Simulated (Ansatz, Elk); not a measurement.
## Bonding as seen by X-rays: Ga2HgSe2O2

Structure refinements treat a crystal as free atoms side by side. For a made-up structure of Ga2HgSe2O2 (cell and positions from a r2SCAN relaxation) the runs below show what the calculated density changes in F(hkl).

Method: DFT, PBE, all-electron APW+lo, Dirac cores, scalar-relativistic bands, static density, no spin, in Elk 11.2.3 (patched build).

This account leaves out most program logs.

The structure was built from a prototype and need not be the compound's stable phase.

## 1. The starting structure

Symmetry: C2, No. 5, monoclinic system. Conventional cell: a = 7.513 Å, b = 9.333 Å, c = 5.237 Å, α = 90.00°, β = 129.37°, γ = 90.00°. Nearest to Hg lie 2 O at 2.54 Å and 2 Se at 2.58 Å. Se has 2 Ga at 2.39 to 2.43 Å and 1 Hg at 2.58 Å nearest. Ga has 2 O at 1.83 Å and 2 Se at 2.43 Å nearest. Nearest to Ga lie 2 O at 1.85 Å and 2 Se at 2.39 Å. Nearest to O lie 2 Ga at 1.83 to 1.85 Å and 1 Hg at 2.54 Å. Farther neighbours and most contacts between anions are not listed.

## 2. Ground state and structure factors

An all-electron density is needed, since X-rays see the cores too. Task 0 finds the density and task 195 Fourier-transforms it; tshift is off so that phases refer to the origin typed.

File elk.in:

```
tasks
  0
  195

xctype
  20

spinpol
  .false.

rgkmax
  7.0

gmaxvr
  14.0

lmaxo
  7

lmaxapw
  8

swidth
  0.002

tshift
  .false.

ramdisk
  .false.

hmaxvr
  5.5

maxscl
  120

epspot
  1e-06

sppath
  './'

avec
  7.08975589197 -8.81863898624 0.36331667586
  7.08975589197 8.81863898624 0.36331667586
  -6.66122626596 -0.00000000000 7.32018911512

atoms
  4
  'Hg.in'
  1
  0.9942222175 0.0057777825 0.0000000000   0.000000 0.000000 0.000000
  'Se.in'
  2
  0.8473326716 0.5775433129 0.4583868986   0.000000 0.000000 0.000000
  0.4224566871 0.1526673284 0.5416131014   0.000000 0.000000 0.000000
  'Ga.in'
  2
  0.4669965214 0.5330034786 0.0000000000   0.000000 0.000000 0.000000
  0.2699384401 0.7300615599 0.5000000000   0.000000 0.000000 0.000000
  'O.in'
  2
  0.5272753073 0.7853218450 0.8909466437   0.000000 0.000000 0.000000
  0.2146781550 0.4727246927 0.1090533563   0.000000 0.000000 0.000000

ngridk
  5 5 6
```

The run is started by

```
$ OMP_NUM_THREADS=4 elk
```

Run time: 6.5 min. Hardware: 4 threads of Arm Neoverse V1, shared host; peak memory 0.31 GiB; 25 min of CPU time.

SFACRHO.OUT:

```text

h k l indices transformed by vhmat matrix:
   1.000000000       0.000000000       0.000000000    
   0.000000000       1.000000000       0.000000000    
   0.000000000       0.000000000       1.000000000    

      h      k      l  multipl.   |H|            Re(F)            Im(F)           |F|

      0      0      0      1   0.0000000       226.00000     -0.26314052E-15   226.00000    
      1      0      0      2  0.67422769       28.742674       26.471332       39.075218    
     -1      0      0      2  0.67422769       28.742674      -26.471332       39.075218    
      1     -1      0      1  0.71248923       65.134395       23.483548       69.238475    
     -1      1      0      1  0.71248923       65.134395      -23.483548       69.238475    
      0     -1      1      2  0.72978495       50.880254      -27.147557       57.669663    
      0      1     -1      2  0.72978495       50.880254       27.147557       57.669663    
      0      0     -1      2  0.82116981       26.218548     -0.25759723E-13   26.218548    
     -1     -1      1      2  0.89015579       119.60095      0.22851367E-13   119.60095    
     -1      1     -1      2   1.0871802       126.55403       74.327982       146.76707    
      1     -1     -1      2   1.0871802       126.55403      -74.327982       146.76707    
      0     -2      1      2   1.1401834       112.81836       57.181566       126.48207    
     -2      0      1      2   1.1401834       112.81836      -57.181566       126.48207    
     -1     -1      0      2   1.1448541       66.767895     -0.74786293E-13   66.767895    
      2     -1      0      2   1.2123798       73.538180      -19.228920       76.010626    
     -1      2      0      2   1.2123798       73.538180       19.228920       76.010626    
      1     -2      1      2   1.2441334       39.106085       29.160315       48.781245    
     -2      1      1      2   1.2441334       39.106085      -29.160315       48.781245
```

Elk indexes on the primitive cell of elk.in and gives |H| = 4π sin θ/λ in inverse bohr. Below, one row stands for each form hkl of the conventional cell (m members, Friedel mates merged), F is for one primitive cell and the density is static (no thermal factor). Free-atom factors are Waasmaier and Kirfel's, and R is Σm||F|−|F'||/Σm|F|.

```
   hkl  m  sin θ/λ (Å⁻¹)  abs F, DFT  neutral atoms   diff.  abs of complex diff.
   110  4          0.101      39.075         39.234  -0.159                 0.341
   020  2          0.107      69.238         69.495  -0.256                 0.256
1 1 -1  4          0.110      57.670         57.818  -0.149                 0.156
   001  2          0.123      26.218         26.267  -0.049                 0.049
2 0 -1  2          0.134     119.601        120.151  -0.550                 0.550
   021  4          0.164     146.767        146.556  +0.211                 0.725
2 2 -1  4          0.172     126.482        126.135  +0.347                 0.849
   200  2          0.172      66.768         67.401  -0.633                 0.633
   130  4          0.182      76.011         75.943  +0.067                 0.263
1 3 -1  4          0.187      48.781         48.875  -0.094                 0.226
2 0 -2  2          0.192      52.502         53.342  -0.840                 0.840
   111  4          0.198      56.421         56.707  -0.286                 0.548
   220  4          0.203      96.745         96.840  -0.095                 0.174
1 1 -2  4          0.210      64.451         64.200  +0.251                 0.446
3 1 -1  4          0.211      59.685         59.340  +0.344                 0.358
   040  2          0.214      50.163         50.615  -0.452                 0.472
2 2 -2  4          0.220      94.696         95.046  -0.350                 0.583
3 1 -2  4          0.223      57.464         57.548  -0.083                 0.338
```

## 3. The highest occupied states alone

An energy window below the Fermi level keeps the highest occupied states, to see at which angles they scatter; shallow core shells can lie inside it and anion s states outside. No new self-consistency is needed.

Changes to elk.in since step 2:

```diff
@@ -1,3 +1,2 @@
 tasks
-  0
   195
@@ -40,2 +39,5 @@
 
+wsfac
+  -0.413170 0.438070
+
 sppath
```

The run is started by

```
$ OMP_NUM_THREADS=4 elk
```

Wall time 29 s (4 threads); peak memory 0.24 GiB; 41 s of CPU time.

States within 15 eV below the Fermi level hold 58.00 electrons; any levels below the window count with the cores. Their amplitudes can exceed the total, where window and core parts have opposite phase:

```
   hkl  sin θ/λ (Å⁻¹)  abs F, window  abs F, all
   110          0.101         15.668      39.075
   020          0.107          9.864      69.238
1 1 -1          0.110          9.245      57.670
   001          0.123          7.205      26.218
2 0 -1          0.134          7.058     119.601
   021          0.164         25.959     146.767
2 2 -1          0.172         23.676     126.482
   200          0.172         16.770      66.768
   130          0.182          5.045      76.011
1 3 -1          0.187         12.423      48.781
```

## 4. Another functional

The difference from free atoms is small, so it is set against the change that PBEsol makes.

Changes to elk.in since step 3:

```diff
@@ -1,2 +1,3 @@
 tasks
+  0
   195
@@ -4,3 +5,3 @@
 xctype
-  20
+  22
 
@@ -39,5 +40,2 @@
 
-wsfac
-  -0.413170 0.438070
-
 sppath
```

The run is started by

```
$ OMP_NUM_THREADS=4 elk
```

Elapsed: 6.6 min, on 4 threads; peak memory 0.31 GiB.

Against the first run R = 0.02 %; the largest change is -0.047 at 021.

## 5. Basis size

The basis and the expansions that go with it are enlarged, to see whether the differences are converged.

Changes to elk.in since step 4:

```diff
@@ -5,3 +5,3 @@
 xctype
-  22
+  20
 
@@ -11,12 +11,12 @@
 rgkmax
-  7.0
+  8.5
 
 gmaxvr
-  14.0
+  18.0
 
 lmaxo
-  7
+  9
 
 lmaxapw
-  8
+  10
```

The run is started by

```
$ OMP_NUM_THREADS=4 elk
```

Run time: 13 min. Hardware: 4 threads; peak memory 0.75 GiB.

The run was cut off at its time limit.

## 6. Settings against the effect

```
          run  R against the first run (%)  R against neutral atoms, low angle (%)  wall time
PBE, rgkmax 7                         0.00                                    0.28    6.5 min
       PBEsol                         0.02                                    0.28    6.6 min
```

## 7. Results

```yaml
r_against_neutral_atoms_sin_theta_lambda_0p3_a_minus1: 0.28 %
r_against_neutral_atoms_0p3_to_0p49_a_minus1: 0.12 %
```

**Reading.** Independent neutral atoms miss the calculated amplitudes by R = 0.28 % below 0.3 Å⁻¹ and 0.12 % from there to 0.49 Å⁻¹; by shells, 0.36 % below 0.15 Å⁻¹ (5 forms), 0.28 % 0.15 to 0.3 (33 forms), 0.14 % 0.3 to 0.45 (85 forms), 0.06 % above 0.45 (26 forms). Bonding, aspherical density and the tables' own atoms all enter these figures, and the runs don't part them. The largest change of an amplitude is -0.84 electrons, at 2 0 -2. R counts amplitudes alone; phases shift too. The window's part falls from 58.0 electrons at the origin to at most 6.69 between 0.45 and 0.49 Å⁻¹, where compact states inside the window still scatter. The window holds more than the 42 outer electrons of the free atoms, so shallow core shells lie inside it. Below 0.3 Å⁻¹ the changes that finished (PBEsol) move F by R = 0.02 % at most, against the 0.28 % that separates it from free atoms. The basis has no finished test. The k-mesh has no finished test. Spin-orbit coupling is left out, which can matter for elements this heavy. Part of the difference isn't bonding: the tables are fits to free atoms and ions calculated by other methods than this functional. Thermal motion, anomalous dispersion and extinction are left out.

[Logs are printed without paths, hosts, clocks, repeated set-up lines and the standing remarks that a program may print on its own settings, such as how far it seeks lower states.]

[Hosts, paths, dates, database ids (printed as entryN), source tags and the programs' standing remarks are cut or masked in the printed files.]
